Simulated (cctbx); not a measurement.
# K3Cu3Bi2S8 with cctbx, script by script

Library: cctbx 2025.11. The data are simulated by the first script.

## 1. Simulate the data

run.py:

```python
from cctbx import adptbx, crystal, miller, sgtbx, xray
from cctbx.array_family import flex
from iotbx.shelx import hklf
from scitbx import matrix
import scitbx.random

cs = crystal.symmetry(unit_cell=(24.752, 5.69, 14.838, 90, 119.5, 90), space_group_symbol='Hall: -C 2yc')  # C2/c
atoms = [  # label, site, U (iso, or U11 U22 U33 U12 U13 U23 in A^2), occupancy
    ("Bi1", (0.8757, 0.2886, 0.7185), 0.0084, 1),
    ("Cu1", (0, 0.7229, 0.25), 0.0126, 1),
    ("Cu2", (0.8787, 0.2145, 0.2192), 0.0161, 1),
    ("K1", (0.3069, 0.0532, 0.9046), 0.0177, 1),
    ("K2", (0, 0, 0), 0.0148, 1),
    ("S1", (0.9078, 0.9534, 0.1269), 0.0185, 1),
    ("S2", (0.2075, 0.5404, 0.8866), 0.0207, 1),
    ("S3", (0.8438, 0.9646, 0.3128), 0.0208, 1),
    ("S4", (0.9622, 0.5144, 0.8383), 0.0154, 1),
]
xs = xray.structure(crystal_symmetry=cs)
for label, site, u, occ in atoms:
    u = adptbx.u_cif_as_u_star(cs.unit_cell(), u) if isinstance(u, tuple) else u
    xs.add_scatterer(xray.scatterer(label, site=site, u=u, occupancy=occ))
xs.set_inelastic_form_factors(0.71073, "sasaki")
xs.show_summary()
p1 = xs.expand_to_p1()
ms = miller.build_set(p1, anomalous_flag=True, d_min=0.84)
flex.set_random_seed(831144)
scitbx.random.set_random_seed(831144)
ms = ms.select(flex.random_double(ms.size()) < 0.8)
i = ms.structure_factors_from_scatterers(p1, algorithm="direct").f_calc().as_intensity_array().data()
i = i * 40000 / flex.max(i)
sig = flex.sqrt(i + flex.pow2(0.02 * i) + 15 ** 2)
noise = scitbx.random.variate(scitbx.random.normal_distribution())(i.size())
data = ms.array(data=i + sig * noise, sigmas=sig).set_observation_type_xray_intensity()
with open("data.hkl", "w") as f:
    data.export_as_shelx_hklf(f)
print("reflections written:", data.size(), " <I/sigma> = %.1f" % flex.mean(data.data() / data.sigmas()))
for h, a, b in list(data.sort("data"))[:12]:
    print("%4d%4d%4d %9.1f %7.1f" % (h + (a, b)))
```

```console
$ python run.py
```

```text
Number of scatterers: 9
At special positions: 2
Unit cell: (24.752, 5.69, 14.838, 90, 119.5, 90)
Space group: C 1 2/c 1 (No. 15)
reflections written: 10310  <I/sigma> = 9.8
 -10   0   8   39977.1   824.8
   8   0   2   34782.2   692.7
  -8   0  -2   33872.6   692.7
 -10   0   6   32017.8   643.5
   0   0  -2   31040.4   629.8
   0   0   2   31016.7   629.8
  10   0  -6   30732.0   643.5
   2  -2  -6   27893.5   560.2
  -8   2   2   27707.2   569.2
   2   2  -6   27256.4   560.2
  -2  -2   6   26645.2   560.2
  -2   2   6   26444.5   560.2
```

Run time: 0.33 s on 1 thread of Arm Neoverse V2, with other jobs on the host, peak memory 0.07 GiB.

## 2. Symmetry

run.py:

```python
from cctbx import crystal, sgtbx, statistics
from cctbx.array_family import flex
from iotbx.shelx import hklf

p1 = crystal.symmetry(unit_cell=(24.752, 5.69, 14.838, 90, 119.5, 90), space_group_symbol="P 1")
raw = hklf.reader(file_name="data.hkl").as_miller_arrays(crystal_symmetry=p1, anomalous=True)[0]
print(raw.size(), "reflections to d = %.3f A" % raw.d_min())
isig = raw.data() / raw.sigmas()
print("centring   violations  <I/sigma> of those")
best = "P"
for c in "ABCIRF":
    a = raw.customized_copy(space_group_info=sgtbx.space_group_info("Hall: %s 1" % c)).sys_absent_flags().data()
    m = flex.mean(isig.select(a))
    print("%5s %10d of %5d %8.1f" % (c, (isig.select(a) > 4).count(True), a.count(True), m))
    if (isig.select(a) > 4).count(True) < 0.01 * a.count(True):
        best = c
raw = raw.select(~raw.customized_copy(space_group_info=sgtbx.space_group_info("Hall: %s 1" % best)).sys_absent_flags().data())
isig = raw.data() / raw.sigmas()
rows = []
for s in sgtbx.space_group_symbol_iterator():
    g = sgtbx.space_group(s)
    if g.conventional_centring_type_symbol() != best or not g.is_compatible_unit_cell(p1.unit_cell(), 1e-3, 0.02):
        continue
    rows.append((s, g))
print("Laue class    unique    Rint  (classes that these axes allow; Friedel mates merged)")
rint = {}
for s, g in rows:
    laue = g.build_derived_patterson_group()
    key = laue.type().hall_symbol()
    if key not in rint:
        m = raw.customized_copy(space_group_info=laue.info(), anomalous_flag=False).merge_equivalents()
        rint[key] = m.r_int()
        print("%-14s %6d %7.3f" % (laue.type().lookup_symbol(), m.array().size(), m.r_int()))
floor = min(rint.values())
good = [(s, g) for s, g in rows if rint[g.build_derived_patterson_group().type().hall_symbol()] < 2 * floor + 0.03]
top = max(g.build_derived_patterson_group().order_z() for s, g in good)
print("space group    extra absences  I>4sigma  <I/sigma>")
for s, g in good:
    laue = g.build_derived_patterson_group()
    if laue.order_z() != top:
        continue
    a = raw.customized_copy(space_group_info=g.info()).sys_absent_flags().data()
    a &= ~raw.customized_copy(space_group_info=laue.info()).sys_absent_flags().data()
    bad = (isig.select(a) > 4).count(True)
    if bad <= 0.03 * a.count(True):
        print("%-16s %8d %10d %9s  %s" % (s.universal_hermann_mauguin(), a.count(True), bad, "%.1f" % flex.mean(isig.select(a)) if a.count(True) else "-", "centric" if g.is_centric() else "acentric"))
laue = max(good, key=lambda t: t[1].build_derived_patterson_group().order_z())[1].build_derived_patterson_group()
f = raw.customized_copy(space_group_info=laue.info(), anomalous_flag=False).merge_equivalents().array().eliminate_sys_absent().f_sq_as_f()
f.set_observation_type_xray_amplitude()
bins = max(3, min(8, f.size() // 12))
f.setup_binner(n_bins=bins)
w = statistics.wilson_plot(f, {e: n / laue.order_z() for e, n in {'Bi': 8.0, 'Cu': 12.0, 'K': 12.0, 'S': 32.0}.items()}, e_statistics=True)
print("Wilson B = %.2f A^2   <|E^2-1|> = %.3f (0.968 centric, 0.736 acentric)   E^2>4: %.1f %%" % (w.wilson_b, w.mean_e_sq_minus_1, w.percent_e_sq_gt_2))
print("shell (A)         n   <I/sigma>")
m = raw.customized_copy(space_group_info=laue.info(), anomalous_flag=False).merge_equivalents().array().eliminate_sys_absent()
for b in m.setup_binner(n_bins=bins).range_used():
    sel = m.binner().selection(b)
    print("%5.2f - %4.2f %6d %8.1f" % (min(m.binner().bin_d_range(b)[0] if m.binner().bin_d_range(b)[0] > 0 else 99, 99), m.binner().bin_d_range(b)[1], sel.count(True), flex.mean((m.data() / m.sigmas()).select(sel))))
```

```console
$ python run.py
```

```text
10310 reflections to d = 0.840 A
centring   violations  <I/sigma> of those
    A       1823 of  5134      8.3
    B       1823 of  5121      8.3
    C          0 of  5159     -0.0
    I       1992 of  5164      9.3
    R       2734 of  6897      9.9
    F       1823 of  7707      5.5
Laue class    unique    Rint  (classes that these axes allow; Friedel mates merged)
C 1 2/m 1        1768   0.021
space group    extra absences  I>4sigma  <I/sigma>
C 1 2 1                 0          0         -  acentric
C 1 m 1                 0          0         -  acentric
C 1 c 1               288          0      -0.0  acentric
C 1 n 1               288          0      -0.0  acentric
C 1 2/m 1               0          0         -  centric
C 1 2/c 1             288          0      -0.0  centric
C 1 2/n 1             288          0      -0.0  centric
Wilson B = 0.91 A^2   <|E^2-1|> = 0.900 (0.968 centric, 0.736 acentric)   E^2>4: 3.2 %
shell (A)         n   <I/sigma>
12.92 - 1.68    246     35.0
 1.68 - 1.33    227     31.8
 1.33 - 1.16    211     34.1
 1.16 - 1.06    224     30.3
 1.06 - 0.98    212     29.6
 0.98 - 0.92    226     27.5
 0.92 - 0.88    211     26.5
 0.88 - 0.84    211     23.2
```

Time: 0.29 s.

## 3. Charge flipping

run.py:

```python
import itertools
from cctbx import crystal, maptbx
from cctbx.array_family import flex
from iotbx.shelx import hklf
from smtbx.ab_initio import charge_flipping as cf

cs = crystal.symmetry(unit_cell=(24.752, 5.69, 14.838, 90, 119.5, 90), space_group_symbol='Hall: -C 2yc')  # C2/c
raw = hklf.reader(file_name="data.hkl").as_miller_arrays(crystal_symmetry=cs, anomalous=True)[0]
merged = raw.eliminate_sys_absent().merge_equivalents()
fo2 = merged.array().set_observation_type_xray_intensity()
f = fo2.average_bijvoet_mates().f_sq_as_f().resolution_filter(d_min=0.84)
p1 = f.expand_to_p1()
p1.setup_binner_counting_sorted(reflections_per_bin=max(40, p1.size() // 12))
work = p1.array(data=p1.data() / p1.amplitude_quasi_normalisations().data())
flex.set_random_seed(16790)
it = cf.weak_reflection_improved_iterator(delta=None, weak_reflection_fraction=0.2)
it.start(work, phases=flex.random_double(p1.size()) * 6.2832, f_000=0)
it.delta = 0.9 * it.rho_map.sigma()
print("cycle      R  skewness")
for n, st in enumerate(itertools.islice(it, 200)):
    if n % 16 == 0:
        print("%5d %6.3f %8.2f" % (n, st.r1_factor(), st.rho_map.skewness()))
rho = p1.phase_transfer(it.f_calc).fft_map().apply_volume_scaling()
polish = cf.low_density_elimination_iterator(constant_rho_c=rho.sigma())
polish.start(f_obs=p1, phases=it.f_calc, f_000=0)
for _ in range(8):
    next(polish)
print("origin shift          correlation  skewness")
maps = []
for fc, shift, cc in itertools.islice(cf.f_calc_symmetrisations(f, polish.f_calc, 0), 4):
    m = f.phase_transfer(fc).fft_map(symmetry_flags=maptbx.use_space_group_symmetry, resolution_factor=0.25).apply_sigma_scaling()
    maps.append((m.skewness(), cc, m))
    print("%6.3f %6.3f %6.3f %10.3f %9.2f" % (tuple(shift) + (cc, m.skewness())))
skew, cc, m = max((t for t in maps if t[1] > maps[0][1] - 0.04), key=lambda t: t[0])
print("taken: symmetry correlation %.3f, skewness %.2f" % (cc, skew))
peaks = m.peak_search(parameters=maptbx.peak_search_parameters(min_distance_sym_equiv=0.9, max_clusters=14)).all()
sps = cs.special_position_settings(min_distance_sym_equiv=0.5)
print("peak      x       y       z  mult  height/sigma")
for k, (x, h) in enumerate(zip(peaks.sites(), peaks.heights())):
    ss = sps.site_symmetry(x)
    print("Q%-3d %7.4f %7.4f %7.4f %4d %8.1f" % ((k + 1,) + tuple(t % 1 for t in ss.exact_site()) + (ss.multiplicity(), h)))
```

```console
$ python run.py
```

```text
cycle      R  skewness
    0  0.601     0.27
   16  0.384     1.51
   32  0.395     1.72
   48  0.391     1.84
   64  0.396     1.88
   80  0.400     1.91
   96  0.398     1.94
  112  0.406     2.00
  128  0.412     2.19
  144  0.422     2.44
  160  0.428     2.67
  176  0.431     2.90
  192  0.436     3.11
origin shift          correlation  skewness
 0.132  0.441 -0.002      0.820      1.62
 0.451  0.443  0.024      0.814      1.58
 0.203  0.442  0.025      0.817      1.66
 0.132  0.192 -0.002      0.811      1.48
taken: symmetry correlation 0.817, skewness 1.66
peak      x       y       z  mult  height/sigma
Q1    0.1613  0.4590  0.8438    8     10.0
Q2    0.1636  0.0497  0.3512    8      9.0
Q3    0.0685  0.2243  0.8116    8      8.3
Q4    0.2051  0.2947  0.8733    8      6.5
Q5    0.1844  0.2028  0.7490    8      5.4
Q6    0.0416  0.0465  0.5940    8      5.1
Q7    0.2091  0.4663  0.6218    8      5.0
Q8    0.0882  0.0214  0.1048    8      4.8
Q9    0.0543  0.2674  0.7055    8      4.8
Q10   0.0208  0.3563  0.7900    8      4.7
Q11   0.0234  0.3185  0.2678    8      4.4
Q12   0.2174  0.2650  0.3035    8      4.3
Q13   0.2172  0.0687  0.1235    8      4.3
Q14   0.0842  0.4535  0.5772    8      4.2
```

Time: 0.61 s.

## 4. Refinement (model from the peaks)

run.py:

```python
import math
from cctbx import adptbx, crystal, maptbx, sgtbx, xray
from cctbx.array_family import flex
from cctbx.xray import observations
from iotbx.shelx import hklf
from scitbx.lstbx import normal_eqns_solving
from smtbx import absolute_structure, utils
from smtbx.refinement import constraints, least_squares

cs = crystal.symmetry(unit_cell=(24.752, 5.69, 14.838, 90, 119.5, 90), space_group_symbol='Hall: -C 2yc')  # C2/c
atoms = [  # label, site, U (iso, or U11 U22 U33 U12 U13 U23 in A^2), occupancy
    ("Cu1", (0.1613, 0.459, 0.8438), 0.0200, 1),
    ("S1", (0.1636, 0.0497, 0.3512), 0.0200, 1),
    ("S2", (0.0685, 0.2243, 0.8116), 0.0200, 1),
    ("K1", (0.2051, 0.2947, 0.8733), 0.0200, 1),
    ("S3", (0.1844, 0.2028, 0.749), 0.0200, 1),
    ("S4", (0.0416, 0.0465, 0.594), 0.0200, 1),
]
xs = xray.structure(crystal_symmetry=cs)
for label, site, u, occ in atoms:
    u = adptbx.u_cif_as_u_star(cs.unit_cell(), u) if isinstance(u, tuple) else u
    xs.add_scatterer(xray.scatterer(label, site=site, u=u, occupancy=occ))
xs.set_inelastic_form_factors(0.71073, "sasaki")
raw = hklf.reader(file_name="data.hkl").as_miller_arrays(crystal_symmetry=cs, anomalous=True)[0]
merged = raw.eliminate_sys_absent().merge_equivalents()
fo2 = merged.array().set_observation_type_xray_intensity()
print("Rint %.3f, %d unique reflections to %.2f A" % (merged.r_int(), fo2.size(), fo2.d_min()))
for sc in xs.scatterers():
    sc.flags.set_grad_site(True)
    sc.flags.set_grad_u_aniso(sc.flags.use_u_aniso())
    sc.flags.set_grad_u_iso(sc.flags.use_u_iso())
obs = fo2.as_xray_observations()
extra = {}
rep = constraints.reparametrisation(xs, [], utils.connectivity_table(xs), **extra)
ls = least_squares.crystallographic_ls(obs, rep, weighting_scheme=least_squares.mainstream_shelx_weighting(a=0, b=0))
print("cycle     R1     wR2    GooF  max shift (A)")
for cycle in range(6):
    ls.build_up()
    r1, wr2, goof = ls.r1_factor(cutoff_factor=2)[0], ls.wR2(), ls.goof()
    old = xs.sites_cart()
    normal_eqns_solving.levenberg_marquardt_iterations(ls, n_max_iterations=3, tau=0.0001, step_threshold=1e-7)
    big = flex.max((xs.sites_cart() - old).norms())
    print("%4d %7.4f %7.4f %7.3f %9.5f" % (cycle + 1, r1, wr2, goof, big))
    ls.build_up(objective_only=True)
    if abs(ls.wR2() - wr2) < 5e-5 and big < 5e-4:
        break
ls.build_up()
print("final R1 %.4f wR2 %.4f GooF %.3f  parameters %d  data/parameter %.1f" % (ls.r1_factor(cutoff_factor=2)[0], ls.wR2(), ls.goof(), ls.n_parameters, fo2.size() / ls.n_parameters))
cov = ls.covariance_matrix_and_annotations()
su = dict(zip(cov.annotations, (math.sqrt(max(v, 0)) for v in cov.matrix.matrix_packed_u_diagonal())))
a2 = cs.unit_cell().reciprocal_parameters()[0] ** -2
print("atom        x        y        z      Ueq    occ   su(xyz)  su(Uiso or U11)")
for sc in xs.scatterers():
    s = max(su.get(sc.label + k, 0) for k in (".x", ".y", ".z"))
    npd = "" if sc.is_positive_definite_u(cs.unit_cell()) else "  NPD"
    print("%-5s %8.5f %8.5f %8.5f %8.4f %6.3f %8.5f %7.4f%s" % ((sc.label,) + sc.site + (sc.u_iso_or_equiv(cs.unit_cell()), sc.occupancy, s, su.get(sc.label + ".uiso", su.get(sc.label + ".u11", 0) * a2), npd)))
fo = fo2.f_sq_as_f()
fc = fo.structure_factors_from_scatterers(xs, algorithm="direct").f_calc()
diff = fo.f_obs_minus_f_calc(1 / math.sqrt(ls.scale_factor()), fc).average_bijvoet_mates()
m = diff.fft_map(symmetry_flags=maptbx.use_space_group_symmetry, resolution_factor=0.25).apply_volume_scaling()
print("difference map: max %.2f min %.2f rms %.2f" % (m.statistics().max(), m.statistics().min(), m.statistics().sigma()))
peaks = m.peak_search(parameters=maptbx.peak_search_parameters(min_distance_sym_equiv=0.6, max_clusters=8)).all()
near = xs.closest_distances(peaks.sites(), distance_cutoff=4)
sps = cs.special_position_settings(min_distance_sym_equiv=0.5)
for k, (x, h) in enumerate(zip(peaks.sites(), peaks.heights())):
    ss = sps.site_symmetry(x)
    print("Q%-3d %7.4f %7.4f %7.4f %4d %7.2f  %.2f A from %s" % ((k + 1,) + tuple(t % 1 for t in ss.exact_site()) + (ss.multiplicity(), h, near.smallest_distances[k], xs.scatterers()[near.i_seqs[k]].label)))
```

```console
$ python run.py
```

```text
Rint 0.021, 1596 unique reflections to 0.84 A
cycle     R1     wR2    GooF  max shift (A)
   1  0.7640  0.9552  38.569   0.33985
   2  0.7028  0.9272  37.437   0.19675
   3  0.6920  0.9203  37.159   0.10270
   4  0.6863  0.9157  36.974   0.07497
   5  0.6831  0.9143  36.914   0.06182
   6  0.6822  0.9135  36.883   0.03518
final R1 0.6821 wR2 0.9131 GooF 36.868  parameters 24  data/parameter 66.5
atom        x        y        z      Ueq    occ   su(xyz)  su(Uiso or U11)
Cu1    0.16426  0.46007  0.85385   0.0001  1.000  0.00382  0.0050
S1     0.16326  0.03548  0.34375   0.0001  1.000  0.00783  0.0082
S2     0.04769  0.20390  0.79198   0.0001  1.000  0.00712  0.0088
K1     0.21277  0.25690  0.86927   0.0001  1.000  0.00626  0.0075
S3     0.19845  0.20000  0.76738   0.0001  1.000  0.00700  0.0085
S4     0.05400  0.12790  0.58453   0.0001  1.000  0.00735  0.0086
difference map: max 98.57 min -37.31 rms 8.23
Q1    0.1651  0.4616  0.8540    8  102.78  0.02 A from Cu1
Q2    0.1975  0.2046  0.7658    8   82.91  0.04 A from S3
Q3    0.0492  0.1989  0.7961    8   72.64  0.06 A from S2
Q4    0.1640  0.0338  0.3508    8   62.89  0.10 A from S1
Q5    0.0825  0.4579  0.7068    8   58.31  2.12 A from Cu1
Q6    0.0808  0.0375  0.2119    8   50.76  1.91 A from S4
Q7    0.0861  0.0330  0.0834    8   48.59  1.22 A from S4
Q8    0.2123  0.2535  0.8646    8   42.76  0.07 A from K1
```

Time: 0.77 s.

Figures of merit this high mean that the model is still wrong or incomplete.

## 5. Charge flipping

run.py, as its changes from the last script of this kind:

```diff
@@ -13,3 +13,2 @@
-p1.setup_binner_counting_sorted(reflections_per_bin=max(40, p1.size() // 12))
-work = p1.array(data=p1.data() / p1.amplitude_quasi_normalisations().data())
-flex.set_random_seed(16790)
+work = p1
+flex.set_random_seed(16791)
@@ -20,2 +19,2 @@
-for n, st in enumerate(itertools.islice(it, 200)):
-    if n % 16 == 0:
+for n, st in enumerate(itertools.islice(it, 400)):
+    if n % 33 == 0:
```

```console
$ python run.py
```

```text
cycle      R  skewness
    0  0.572     0.47
   33  0.413     3.18
   66  0.376     6.81
   99  0.371     6.62
  132  0.372     6.37
  165  0.373     6.36
  198  0.371     6.42
  231  0.369     6.36
  264  0.381     6.39
  297  0.385     6.30
  330  0.375     6.39
  363  0.374     6.29
  396  0.361     6.36
origin shift          correlation  skewness
 0.052  0.201  0.091      0.820      1.33
 0.051  0.452  0.091      0.820      1.47
 0.489  0.200  0.075      0.814      1.11
 0.034  0.443  0.001      0.815      1.48
taken: symmetry correlation 0.815, skewness 1.48
peak      x       y       z  mult  height/sigma
Q1    0.2037  0.2754  0.5753    8      9.6
Q2    0.0953  0.2379  0.5435    8      8.4
Q3    0.1637  0.2324  0.4024    8      6.3
Q4    0.0181  0.9853  0.4445    8      5.9
Q5    0.2174  0.2696  0.0886    8      5.7
Q6    0.0067  0.4371  0.9444    8      5.1
Q7    0.0484  0.2673  0.9870    8      4.7
Q8    0.0504  0.3232  0.8574    8      4.6
Q9    0.0328  0.2026  0.1540    8      4.5
Q10   0.2420  0.0252  0.4870    8      4.4
Q11   0.1545  0.2428  0.8680    8      4.3
Q12   0.0504  0.2058  0.3671    8      4.1
Q13   0.1249  0.1026  0.5323    8      3.9
Q14   0.1531  0.2081  0.0199    8      3.9
```

Time: 0.79 s.

## 6. Refinement (model from the peaks)

run.py, as its changes from the last script of this kind:

```diff
@@ -12,6 +12,6 @@
-    ("Cu1", (0.1613, 0.459, 0.8438), 0.0200, 1),
-    ("S1", (0.1636, 0.0497, 0.3512), 0.0200, 1),
-    ("S2", (0.0685, 0.2243, 0.8116), 0.0200, 1),
-    ("K1", (0.2051, 0.2947, 0.8733), 0.0200, 1),
-    ("S3", (0.1844, 0.2028, 0.749), 0.0200, 1),
-    ("S4", (0.0416, 0.0465, 0.594), 0.0200, 1),
+    ("Cu1", (0.2037, 0.2754, 0.5753), 0.0200, 1),
+    ("S1", (0.0953, 0.2379, 0.5435), 0.0200, 1),
+    ("K1", (0.1637, 0.2324, 0.4024), 0.0200, 1),
+    ("S2", (0.0181, 0.9853, 0.4445), 0.0200, 1),
+    ("S3", (0.2174, 0.2696, 0.0886), 0.0200, 1),
+    ("S4", (0.0067, 0.4371, 0.9444), 0.0200, 1),
```

```console
$ python run.py
```

```text
Rint 0.021, 1596 unique reflections to 0.84 A
cycle     R1     wR2    GooF  max shift (A)
   1  0.7687  0.9548  38.550   0.43989
   2  0.6507  0.8946  36.122   0.25512
   3  0.6295  0.8773  35.421   0.40200
   4  0.6047  0.8525  34.421   0.38758
   5  0.5823  0.8304  33.529   0.05481
   6  0.5757  0.8249  33.306   0.03455
final R1 0.5715 wR2 0.8214 GooF 33.165  parameters 24  data/parameter 66.5
atom        x        y        z      Ueq    occ   su(xyz)  su(Uiso or U11)
Cu1    0.20114  0.29504  0.56775   0.0579  1.000  0.00313  0.0064
S1     0.08737  0.28725  0.54689   0.0001  1.000  0.00297  0.0041
K1     0.16403  0.21141  0.39067   0.0001  1.000  0.00240  0.0037
S2     0.01935  1.09504  0.45537   0.0161  1.000  0.00423  0.0049
S3     0.23129  0.07908  0.11254   0.0326  1.000  0.00549  0.0069
S4     0.01217  0.41500  0.94958   0.0121  1.000  0.00399  0.0045
difference map: max 36.79 min -20.03 rms 3.79
Q1    0.0887  0.2850  0.5508    8   39.36  0.05 A from S1
Q2    0.1646  0.2199  0.3884    8   35.97  0.06 A from K1
Q3    0.2011  0.2791  0.5674    8   20.92  0.09 A from Cu1
Q4    0.0164  0.0787  0.4465    8   18.08  0.15 A from S2
Q5    0.0133  0.4558  0.9548    8   17.97  0.24 A from S4
Q6    0.2109  0.0054  0.3327    8   17.79  2.11 A from K1
Q7    0.2318  0.0914  0.1198    8   17.46  0.12 A from S3
Q8    0.0905  0.2310  0.0475    8   16.68  2.05 A from S4
```

It took 0.81 s on 1 thread of Arm Neoverse V2, on a shared host, peak memory 0.09 GiB.

Figures of merit this high mean that the model is still wrong or incomplete.

[Logs are printed without paths, hosts, clocks, repeated set-up lines and the standing remarks that a program may print on its own settings, such as how far it seeks lower states.]
